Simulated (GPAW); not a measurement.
# Near-edge structure at the Sn K edge of SnSe2 (P-3m1), part 2 of 2

Aim: the near-edge shape at the Sn K edge of SnSe2 (P-3m1), and what the core hole does to it.

GPAW 26.7.0; X-ray absorption from dipole matrix elements to empty bands, plane-wave PAW LDA.

So far. Step 2 (The field without a hole): The mesh shows a gap of 0.68 eV, so the hole is first treated in a charged cell, without the excited electron. Step 3 (Spectrum without a core hole, Sn atom 1): Main maxima below 29 eV (height): 5.6 eV (1.35). A K edge sees empty p states on the absorber.

## (5) Spectrum with FCH, Sn atom 1

The holes are 6.6 Å apart. In GPAW the data set carries the hole's charge, so charge=0 means a charged cell and charge=-1 a neutral one. The excited electron is left out and a uniform background balances the charge. After the field has converged, empty bands are computed with the density fixed and the dipole matrix elements are summed.

The input, xas.py:

```python
import numpy as np
from ase import Atoms
from ase.parallel import parprint, paropen
from gpaw import GPAW, PW, FermiDirac, Mixer, MixerDif, setup_paths
from gpaw.test import gen
setup_paths.insert(0, '.')
gen('Sn', name='fch1s', xcname='LDA', corehole=(1, 0, 1), write_xml=True)
from gpaw.mpi import world
world.barrier()

atoms = Atoms('Sn3Se6',
    cell=[[0, -6.60084563, 0],
     [5.7165, -3.30042281, 0],
     [-1.9055, 3.30042281, 6.136]],
    scaled_positions=[[0, 0, 0],
     [0.33333333, 0.33333333, 0],
     [0.66666667, 0.66666667, 0],
     [0.917, 0.58366667, 0.751],
     [0.25033333, 0.917, 0.751],
     [0.58366667, 0.25033333, 0.751],
     [0.74966667, 0.083, 0.249],
     [0.083, 0.41633333, 0.249],
     [0.41633333, 0.74966667, 0.249]],
    pbc=True)
atoms.calc = calc = GPAW(legacy_gpaw=True, mode=PW(430, force_complex_dtype=True), xc='LDA', setups={0: 'fch1s'},
    kpts={'size': (4, 4, 4), 'gamma': True}, occupations=FermiDirac(0.02),
    charge=0, mixer=Mixer(0.1, 5, 50), maxiter=150,
    convergence={'density': 0.0001, 'eigenstates': 1e-6}, txt='scf.txt')
energy = atoms.get_potential_energy() + calc.get_reference_energy()
ef = calc.get_fermi_level()
out = dict(energy=energy, fermi=ef, forces=atoms.get_forces().tolist())
parprint(f'all-electron energy {energy:.4f} eV, Fermi level {ef:.4f} eV')
ev = np.array([[calc.get_eigenvalues(k, s) for k in range(len(calc.get_ibz_k_points()))] for s in range(calc.get_number_of_spins())])
out['homo'], out['lumo'], out['counts'] = ev[ev < ef].max(), ev[ev > ef].min(), sorted(set((ev < ef).sum((0, 2)).tolist()))
out['filled'] = (ev[:, 0] < ef).sum(1).tolist()

from ase.units import Ha
from gpaw.xas import dipole_matrix_elements
nb = int(calc.get_number_of_electrons() / 2) + 140
top, nb = nb, nb + 8 + nb // 12
nscf = calc.fixed_density(kpts={'size': (4, 4, 4), 'gamma': True}, nbands=nb,
    convergence={'bands': top, 'eigenstates': 5e-3}, maxiter=60, txt='nscf.txt')
cell = atoms.cell.array
ops = [cell.T @ U.T @ np.linalg.inv(cell.T) for U in nscf.wfs.kd.symmetry.op_scc]
filled = [39]  # bands filled in the ground state, by spin
E = np.arange(-6, 34, 0.1)
fwhm = np.interp(E, [4, 25], [8.49, 8.49])
Y, X, zero, highest = 0, 0, 1e9, 1e9
for spin in range(nscf.get_number_of_spins()):
    wfs = nscf.wfs
    mine = wfs.bd.get_slice()  # this rank's bands
    A = dipole_matrix_elements(wfs.setups[0])
    eps = np.zeros((wfs.kd.nibzkpts, nb))
    d = np.zeros((3, A.shape[1], wfs.kd.nibzkpts, nb), complex)
    for kpt in wfs.kpt_u:
        if kpt.s == spin and 0 in kpt.P_ani:
            eps[kpt.k, mine] = kpt.eps_n * Ha
            d[:, :, kpt.k, mine] = (kpt.weight * wfs.nspins / 2) ** 0.5 * np.inner(A, kpt.P_ani[0])
    world.sum(eps)
    world.sum(d)
    T = np.einsum('amkn,bmkn->abkn', d, d.conj()).real
    T = sum(np.einsum('ai,ijkn,bj->abkn', R, T, R) for R in ops) / len(ops)
    empty = np.ones_like(eps, bool) & (np.arange(nb) >= filled[spin])
    zero, highest = min(zero, eps[empty].min()), min(highest, eps[:, top - 1].min())
    lines = [(eps, T, empty)] if spin == 0 else lines + [(eps, T, empty)]
for eps, T, empty in lines:
    f = np.einsum('aakn->akn', T).reshape(3, -1)
    x = eps.ravel() - zero
    w = np.interp(x, E, fwhm) / 2.35482
    g = np.exp(-0.5 * ((E[:, None] - x) / w) ** 2) / (w * (2 * np.pi) ** 0.5)
    Y = Y + (f * empty.ravel()) @ g.T
    X = X + (f * ~empty.ravel()) @ g.T
out.update(E=E.round(2).tolist(), xas=Y.tolist(), xes=X.tolist(), zero=zero, valid=highest - zero, nk=len(eps), nb=nb)
for i in range(0, len(E), 10):
    parprint(f'{E[i]:7.2f}', *(f'{v:10.3e}' for v in Y[:, i]))
import json
with paropen('out.json', 'w') as f:
    json.dump(out, f)
```

Run with:

```console
OMP_NUM_THREADS=1 mpirun -n 4 gpaw python xas.py
```

Numbers of over 12 decimals in the logs are rounded to 6 here.

What it wrote:

```text
Input parameters:
  convergence: {density: 0.0001,
                eigenstates: 1e-06}
  kpts: {gamma: True,
         size: (4, 4, 4)}
  maxiter: 150
  mixer: {backend: pulay,
          beta: 0.1,
          method: separate,
          nmaxold: 5,
          weight: 50}
  mode: {ecut: 430.0,
         force_complex_dtype: True,
         name: pw}
  occupations: {fixmagmom: False,
                name: fermi-dirac,
                width: 0.02}
  setups: {0: fch1s}

Initialize ...

[... PAW data sets ...]

Reference energy: -870435.284554  # eV

Spin-paired calculation

[... convergence settings ...]
Symmetries present (total): 2
  [... symmetry matrices ...]

64 k-points: 4 x 4 x 4 Monkhorst-Pack grid + [1/8,1/8,1/8]
36 k-points in the irreducible part of the Brillouin zone
       k-points in crystal coordinates                weights
   0:     0.00000000    0.00000000    0.00000000          1/64
   1:     0.00000000    0.00000000    0.25000000          2/64
   2:     0.00000000    0.00000000    0.50000000          1/64
   3:     0.00000000    0.25000000   -0.25000000          2/64
   4:     0.00000000    0.25000000    0.00000000          2/64
   5:     0.00000000    0.25000000    0.25000000          2/64
   6:     0.00000000    0.25000000    0.50000000          2/64
   7:     0.00000000    0.50000000    0.00000000          1/64
   8:     0.00000000    0.50000000    0.25000000          2/64
   9:     0.00000000    0.50000000    0.50000000          1/64
          ...
  35:     0.50000000    0.50000000    0.50000000          1/64

Wave functions: Plane wave expansion
  Cutoff energy: 430.000 eV
  Number of coefficients (min, max): 4670, 4706
  Pulay-stress correction: 0.000000 eV/Ang^3 (de/decut=0.000000)
  Using FFTW library
  Wavefunction extrapolation:
    Improved wavefunction reuse through dual PAW basis

Occupation numbers: Fermi-Dirac:
  width: 0.0200  # eV

Eigensolver
   Davidson(niter=2)

Densities:
  Coarse grid: 32*32*35 grid
  Fine grid: 64*64*70 grid
  Total Charge: 1.000000

Density mixing:
  Method: separate
  Backend: pulay
  Linear mixing parameter: 0.1
  old densities: 5
  Width of damping distribution: 1.1
  Damping of long wavelength oscillations: 50

[... Hamiltonian set-up ...]
Number of atoms: 9
Number of atomic orbitals: 51
Number of bands in calculation: 51
Number of valence electrons: 78
Bands to converge: occupied

... initialized

Initializing position-dependent things.

Density initialized from atomic densities
Creating initial wave functions:
  51 bands from LCAO basis set

          Se       Se

             Se
               Se
            Sn
         Se       Se
              Sn

                Sn

Atomic positions and initial magnetic moments

Positions:
   0 Sn     0.000000    0.000000    0.000000    ( 0.0000,  0.0000,  0.0000)
   1 Sn     1.905500   -3.300423    0.000000    ( 0.0000,  0.0000,  0.0000)
   2 Sn     3.811000   -6.600846    0.000000    ( 0.0000,  0.0000,  0.0000)
   3 Se     1.905500   -5.500705    4.608136    ( 0.0000,  0.0000,  0.0000)
   4 Se     3.811000   -2.200282    4.608136    ( 0.0000,  0.0000,  0.0000)
   5 Se    -0.000000   -2.200282    4.608136    ( 0.0000,  0.0000,  0.0000)
   6 Se     0.000000   -4.400564    1.527864    ( 0.0000,  0.0000,  0.0000)
   7 Se     1.905500   -1.100141    1.527864    ( 0.0000,  0.0000,  0.0000)
   8 Se     3.811000   -4.400564    1.527864    ( 0.0000,  0.0000,  0.0000)

Unit cell:
           periodic     x           y           z      points  spacing
  1. axis:    yes    0.000000   -6.600846    0.000000    32     0.1706
  2. axis:    yes    5.716500   -3.300423    0.000000    32     0.1706
  3. axis:    yes   -1.905500    3.300423    6.136000    35     0.1753

  Lengths:   6.600846   6.600846   7.223172
  Angles:  117.188636 117.188636  60.000000

Effective grid spacing dv^(1/3) = 0.1862

iter:   1   -57.107142
iter:   2   -56.486147   -1.39  -1.19
iter:   3   -55.653917   -1.57  -1.25
iter:   4   -55.600628   -3.05  -1.55
iter:   5   -55.564321   -2.65  -1.63
iter:   6   -55.563345c  -3.21  -2.21
iter:   7   -55.546045c  -3.49  -2.27
iter:   8   -55.545843c  -4.71  -3.01
iter:   9   -55.545758c  -5.07  -3.11
iter:  10   -55.545764c  -5.56  -3.23
iter:  11   -55.545747c  -5.99  -3.34
iter:  12   -55.545731c  -6.12c -3.52
iter:  13   -55.545727c  -6.68c -3.79
iter:  14   -55.545725c  -7.19c -3.93
iter:  15   -55.545724c  -7.69c -4.16c

Converged after 15 iterations.

Dipole moment: (0.000000, -0.000000, -0.000000) |e|*Ang

Energy contributions relative to reference atoms: (reference = -870435.284554)

Kinetic:        +37.379569
Potential:      -49.493165
External:        +0.000000
XC:             -43.188677
Entropy (-ST):   -0.000002
Local:           -0.243449
SIC:             +0.000000
--------------------------
Free energy:    -55.545725
Extrapolated:   -55.545724

Showing only first 2 kpts
 Kpt  Band  Eigenvalues  Occupancy
  0    37      4.46297    2.00000
  0    38      4.80319    1.99997
  0    39      5.34207    0.00000
  0    40      6.60498    0.00000

  1    37      4.54718    2.00000
  1    38      4.54718    2.00000
  1    39      5.79966    0.00000
[...]
Fermi level: 5.02741

Gap: 0.422 eV
Transition (v -> c):
  (s=0, k=4, n=38, [0.00, 0.25, 0.00]) -> (s=0, k=27, n=39, [0.50, 0.00, 0.25])
Direct/indirect transitions are different
Direct gap: 0.521 eV
Transition at: (s=0, k=27, n=38, [0.50, 0.00, 0.25])

Forces in eV/Ang:
  0 Sn    0.00000    0.00000    0.00000
  1 Sn   -0.00000    0.00000    0.01372
  2 Sn    0.00000   -0.00000   -0.01372
  3 Se    0.22925   -0.10350   -0.48217
  4 Se   -0.02500    0.25029   -0.48217
  5 Se   -0.20426   -0.14679   -0.48217
  6 Se    0.02500   -0.25029    0.48217
  7 Se   -0.22925    0.10350    0.48217
  8 Se    0.20426    0.14679    0.48217
Scalar-relativistic atomic LDA calculation for Sn (Tin, Z=50)
Core hole in 1s state (1s occupation: 1.0)
750 radial gridpoints.
|------------------------------------------------|
|------------------------------------------------|
[... the atom generator's iteration count ...]

Energy contributions:
-------------------------
Kinetic:    +5276.056261
XC:          -143.890541
Potential: -10225.661103
-------------------------
Total:      -5093.495383

state      eigenvalue         ekin         rmax
-----------------------------------------------
1s^1.0 : -1088.196241  1367.904766        0.019
2s^2.0 :  -167.334963   290.036643        0.105
2p^6.0 :  -152.111082   277.465433        0.083
3s^2.0 :   -33.069662    83.401320        0.303
3p^6.0 :   -27.833859    78.099019        0.294
3d^10.0:   -19.332510    71.560928        0.244
4s^2.0 :    -5.688765    22.953194        0.727
4p^6.0 :    -4.044466    19.741147        0.763
4d^10.0:    -1.556882    13.630167        0.846
5s^2.0 :    -0.761474     3.525616        1.879
5p^2.0 :    -0.450294     2.286700        2.241
-----------------------------------------------
(units: Bohr and Hartree)

Generating PAW setup
Kinetic energy of the core from tauc = 5260.686108730077
Cutoffs:
rc(s)=2.270
rc(p)=2.400
rc(d)=2.240
rc(vbar)=2.250
rc(comp)=2.260
rc(nct)=2.400

Kinetic energy of the core states: 5128.129960
Charge: 1.0
Core electrons: 35.0
Valence electrons: 14.0
Pseudo-core charge: 0.221958
Shape function alpha=1.958
Pseudo-electron charge 6.372038
state    eigenvalue         norm
--------------------------------
5s(2) :    -0.761474     1.228420
*s    :     0.238526
5p(2) :    -0.450294     1.048618
*p    :     0.549706
4d(10):    -1.556882     0.159600
*d    :    -0.556882
--------------------------------

Diagonalizing with gridspacing h=0.050

state   all-electron     PAW
-------------------------------
5s:      -0.761474    -0.762236
5p:      -0.450294    -0.451667
4d:      -1.556882    -1.557625
*f:                   -0.025424
-------------------------------
all-electron energy -870490.8303 eV, Fermi level 5.0274 eV
[...]
31.00  1.534e-08  1.535e-08  1.399e-08
  32.00  1.510e-08  1.511e-08  1.385e-08
  33.00  1.469e-08  1.470e-08  1.369e-08
```

The job ended after 2 min (4 MPI ranks of AMD EPYC 7R43, shared host; peak memory 0.53 GiB).

The Sn K spectrum, Sn atom 1, full core hole (charged cell) (energy from the lowest empty level; intensity scaled to a mean of 1 over the first 20 eV; polarised curves are means over the symmetry-equivalent atoms):

| E (eV) | isotropic | ε ⊥ c | ε ∥ c |
| --- | --- | --- | --- |
| -2.0 | 0.38 | 0.38 | 0.39 |
| -1.5 | 0.47 | 0.47 | 0.47 |
| -1.0 | 0.57 | 0.56 | 0.57 |
| -0.5 | 0.67 | 0.67 | 0.68 |
| 0.0 | 0.78 | 0.78 | 0.79 |
| 0.5 | 0.89 | 0.89 | 0.90 |
| 1.0 | 1.00 | 1.00 | 1.01 |
| 1.5 | 1.11 | 1.10 | 1.12 |
| 2.0 | 1.20 | 1.20 | 1.22 |
| 2.5 | 1.29 | 1.28 | 1.30 |
| 3.0 | 1.35 | 1.35 | 1.37 |
| 3.5 | 1.40 | 1.39 | 1.42 |
| 4.0 | 1.43 | 1.42 | 1.45 |
| 4.5 | 1.44 | 1.43 | 1.45 |
| 5.0 | 1.42 | 1.42 | 1.44 |
| 5.5 | 1.40 | 1.39 | 1.41 |
| 6.0 | 1.35 | 1.35 | 1.37 |
| 6.5 | 1.30 | 1.30 | 1.31 |
| 7.0 | 1.24 | 1.24 | 1.25 |
| 7.5 | 1.18 | 1.18 | 1.18 |
| 8.0 | 1.12 | 1.12 | 1.11 |
| 8.5 | 1.06 | 1.06 | 1.05 |
| 9.0 | 1.00 | 1.01 | 0.99 |
| 9.5 | 0.96 | 0.97 | 0.94 |
| 10.0 | 0.92 | 0.93 | 0.89 |
| 10.5 | 0.89 | 0.90 | 0.86 |
| 11.0 | 0.86 | 0.88 | 0.83 |
| 11.5 | 0.84 | 0.86 | 0.81 |
| 12.0 | 0.83 | 0.84 | 0.79 |
| 12.5 | 0.81 | 0.83 | 0.78 |
| 13.0 | 0.81 | 0.82 | 0.77 |
| 13.5 | 0.80 | 0.81 | 0.77 |
| 14.0 | 0.79 | 0.80 | 0.77 |
| 14.5 | 0.79 | 0.80 | 0.77 |
| 15.0 | 0.78 | 0.79 | 0.77 |
| 15.5 | 0.78 | 0.78 | 0.77 |
| 16.0 | 0.77 | 0.77 | 0.77 |
| 16.5 | 0.77 | 0.77 | 0.77 |
| 17.0 | 0.76 | 0.76 | 0.77 |
| 17.5 | 0.76 | 0.76 | 0.77 |
| 18.0 | 0.76 | 0.75 | 0.78 |
| 18.5 | 0.76 | 0.75 | 0.78 |
| 19.0 | 0.76 | 0.75 | 0.78 |
| 19.5 | 0.76 | 0.75 | 0.79 |
| 20.0 | 0.76 | 0.75 | 0.79 |
| 20.5 | 0.76 | 0.75 | 0.79 |
| 21.0 | 0.76 | 0.75 | 0.80 |
| 21.5 | 0.77 | 0.75 | 0.80 |
| 22.0 | 0.77 | 0.75 | 0.80 |
| 22.5 | 0.77 | 0.75 | 0.81 |
| 23.0 | 0.77 | 0.76 | 0.81 |
| 23.5 | 0.78 | 0.76 | 0.81 |
| 24.0 | 0.78 | 0.77 | 0.81 |
| 24.5 | 0.79 | 0.77 | 0.81 |
| 25.0 | 0.79 | 0.78 | 0.81 |
| 25.5 | 0.80 | 0.79 | 0.81 |
| 26.0 | 0.80 | 0.80 | 0.81 |
| 26.5 | 0.81 | 0.81 | 0.80 |
| 27.0 | 0.81 | 0.82 | 0.80 |
| 27.5 | 0.82 | 0.83 | 0.80 |
| 28.0 | 0.82 | 0.84 | 0.80 |
| 28.5 | 0.83 | 0.84 | 0.79 |
| 29.0 | 0.83 | 0.85 | 0.79 |
| 29.5 | 0.83 | 0.85 | 0.79 |
| 30.0 | 0.83 | 0.85 | 0.78 |
| 30.5 | 0.83 | 0.85 | 0.78 |
| 31.0 | 0.82 | 0.85 | 0.77 |
| 31.5 | 0.82 | 0.84 | 0.77 |
| 32.0 | 0.81 | 0.84 | 0.77 |

Main maxima below 28 eV (height): 4.4 eV (1.44). 

## (6) Excitation energy, Sn atom 1

With the excited electron kept in the cell the system stays neutral, and the energy difference is an excitation energy by itself. In a small cell that electron takes up a good share of the lowest empty band, or all of one, which shifts the value from the true onset.

Changed against the first core-hole run: core hole to XCH, with the smearing that suits a partly filled band.

The input, scf.py:

```python
import numpy as np
from ase import Atoms
from ase.parallel import parprint, paropen
from gpaw import GPAW, PW, FermiDirac, Mixer, MixerDif, setup_paths
from gpaw.test import gen
setup_paths.insert(0, '.')
gen('Sn', name='fch1s', xcname='LDA', corehole=(1, 0, 1), write_xml=True)
from gpaw.mpi import world
world.barrier()

atoms = Atoms('Sn3Se6',
    cell=[[0, -6.60084563, 0],
     [5.7165, -3.30042281, 0],
     [-1.9055, 3.30042281, 6.136]],
    scaled_positions=[[0, 0, 0],
     [0.33333333, 0.33333333, 0],
     [0.66666667, 0.66666667, 0],
     [0.917, 0.58366667, 0.751],
     [0.25033333, 0.917, 0.751],
     [0.58366667, 0.25033333, 0.751],
     [0.74966667, 0.083, 0.249],
     [0.083, 0.41633333, 0.249],
     [0.41633333, 0.74966667, 0.249]],
    pbc=True)
atoms.calc = calc = GPAW(legacy_gpaw=True, mode=PW(430, force_complex_dtype=True), xc='LDA', setups={0: 'fch1s'},
    kpts={'size': (4, 4, 4), 'gamma': True}, occupations=FermiDirac(0.04),
    charge=-1, mixer=Mixer(0.1, 5, 50), maxiter=150,
    convergence={'density': 0.0001, 'eigenstates': 1e-6}, txt='scf.txt')
energy = atoms.get_potential_energy() + calc.get_reference_energy()
ef = calc.get_fermi_level()
out = dict(energy=energy, fermi=ef, forces=atoms.get_forces().tolist())
parprint(f'all-electron energy {energy:.4f} eV, Fermi level {ef:.4f} eV')
ev = np.array([[calc.get_eigenvalues(k, s) for k in range(len(calc.get_ibz_k_points()))] for s in range(calc.get_number_of_spins())])
out['homo'], out['lumo'], out['counts'] = ev[ev < ef].max(), ev[ev > ef].min(), sorted(set((ev < ef).sum((0, 2)).tolist()))
out['filled'] = (ev[:, 0] < ef).sum(1).tolist()
import json
with paropen('out.json', 'w') as f:
    json.dump(out, f)
```

Run with:

```console
OMP_NUM_THREADS=1 mpirun -n 4 gpaw python scf.py
```

What it wrote:

```text
Input parameters:
  charge: -1
  convergence: {density: 0.0001,
                eigenstates: 1e-06}
  kpts: {gamma: True,
         size: (4, 4, 4)}
  maxiter: 150
  mixer: {backend: pulay,
          beta: 0.1,
          method: separate,
          nmaxold: 5,
          weight: 50}
  mode: {ecut: 430.0,
         force_complex_dtype: True,
         name: pw}
  occupations: {fixmagmom: False,
[...]
*s    :     0.238526
5p(2) :    -0.450294     1.048618
*p    :     0.549706
4d(10):    -1.556882     0.159600
*d    :    -0.556882
--------------------------------

Diagonalizing with gridspacing h=0.050

state   all-electron     PAW
-------------------------------
5s:      -0.761474    -0.762236
5p:      -0.450294    -0.451667
4d:      -1.556882    -1.557625
*f:                   -0.025424
-------------------------------
all-electron energy -870485.3718 eV, Fermi level 5.6544 eV
[key lines of the parts left out:]
Converged after 17 iterations.
Dipole moment: (-0.000000, -0.000000, -0.000000) |e|*Ang
Free energy:    -50.094404
Fermi level: 5.65438
```

Run time: 38 s. Hardware: 4 MPI ranks; peak memory 0.29 GiB; 2.5 min of CPU time.

## (7) With and without the hole

Both curves are counted from their own zero, so only the shift of weight within the empty states shows.

| E (eV) | no hole | FCH |
| --- | --- | --- |
| -2.0 | 0.25 | 0.38 |
| -1.0 | 0.38 | 0.57 |
| 0.0 | 0.55 | 0.78 |
| 1.0 | 0.75 | 1.00 |
| 2.0 | 0.95 | 1.20 |
| 3.0 | 1.13 | 1.35 |
| 4.0 | 1.27 | 1.43 |
| 5.0 | 1.34 | 1.42 |
| 6.0 | 1.35 | 1.35 |
| 7.0 | 1.30 | 1.24 |
| 8.0 | 1.22 | 1.12 |
| 9.0 | 1.13 | 1.00 |
| 10.0 | 1.05 | 0.92 |
| 11.0 | 0.98 | 0.86 |
| 12.0 | 0.93 | 0.83 |
| 13.0 | 0.90 | 0.81 |
| 14.0 | 0.87 | 0.79 |
| 15.0 | 0.85 | 0.78 |
| 16.0 | 0.83 | 0.77 |
| 17.0 | 0.81 | 0.76 |
| 18.0 | 0.80 | 0.76 |
| 19.0 | 0.79 | 0.76 |
| 20.0 | 0.79 | 0.76 |
| 21.0 | 0.78 | 0.76 |
| 22.0 | 0.78 | 0.77 |
| 23.0 | 0.79 | 0.77 |
| 24.0 | 0.79 | 0.78 |
| 25.0 | 0.80 | 0.79 |
| 26.0 | 0.81 | 0.80 |
| 27.0 | 0.82 | 0.81 |
| 28.0 | 0.83 | 0.82 |
| 29.0 | 0.83 | 0.83 |
| 30.0 | 0.84 | 0.83 |
| 31.0 | 0.84 | 0.82 |
| 32.0 | 0.83 | 0.81 |

With each curve scaled to its own mean, the area from −2 to 6 eV with the hole is 8.6 against 7.2, and the centre of weight from −1 to 20 eV moves by -0.6 eV, while the pattern of peaks shifts by -1.2 eV: the hole pulls the absorber's empty states down.

## (8) Summary of results

```yaml
absorber_and_edge: Sn K, atom 1 of the ground-state input (counted from 1)
surroundings: 6 Se at 2.68 Å (octahedral, site symmetry -3m)
highest_intensity_below_24_ev: 4.4 eV above the zero, height 1.44
```

What this shows: The Sn K edge of atom 1, with 6 Se at 2.68 Å (octahedral, site symmetry -3m), has its highest intensity of the first 24 eV at 4.4 eV above the zero, 1.4 times the mean level of the first 20 eV (Gaussian full width 8.49 eV). With each curve scaled to its own mean, the area from −2 to 6 eV with the hole is 8.6 against 7.2, and the centre of weight from −1 to 20 eV moves by -0.6 eV, while the pattern of peaks shifts by -1.2 eV: the hole pulls the absorber's empty states down. The script folds with a Gaussian, whereas the core hole's own line is a Lorentzian, so the onset is too steep and the first peak too high. The structure is a published determination, not relaxed.

[Banner, clock and machine lines of the logs are left out without a mark of their own.]

[Logs are printed without paths, hosts, clocks, repeated set-up lines and the standing remarks that a program may print on its own settings, such as how far it seeks lower states.]

[Hosts, paths, dates, database ids (printed as entryN), source tags and the programs' standing remarks are cut or masked in the printed files.]

[Lists of maxima count a maximum above −3 eV only where it reaches 4 % of the highest in the window and stands out from its surroundings by 2 % of it (1.5 % where it reaches 55 %); shoulders and weaker maxima are passed over, and of the rest the first, up to two pre-edge ones and the few strongest are named.]
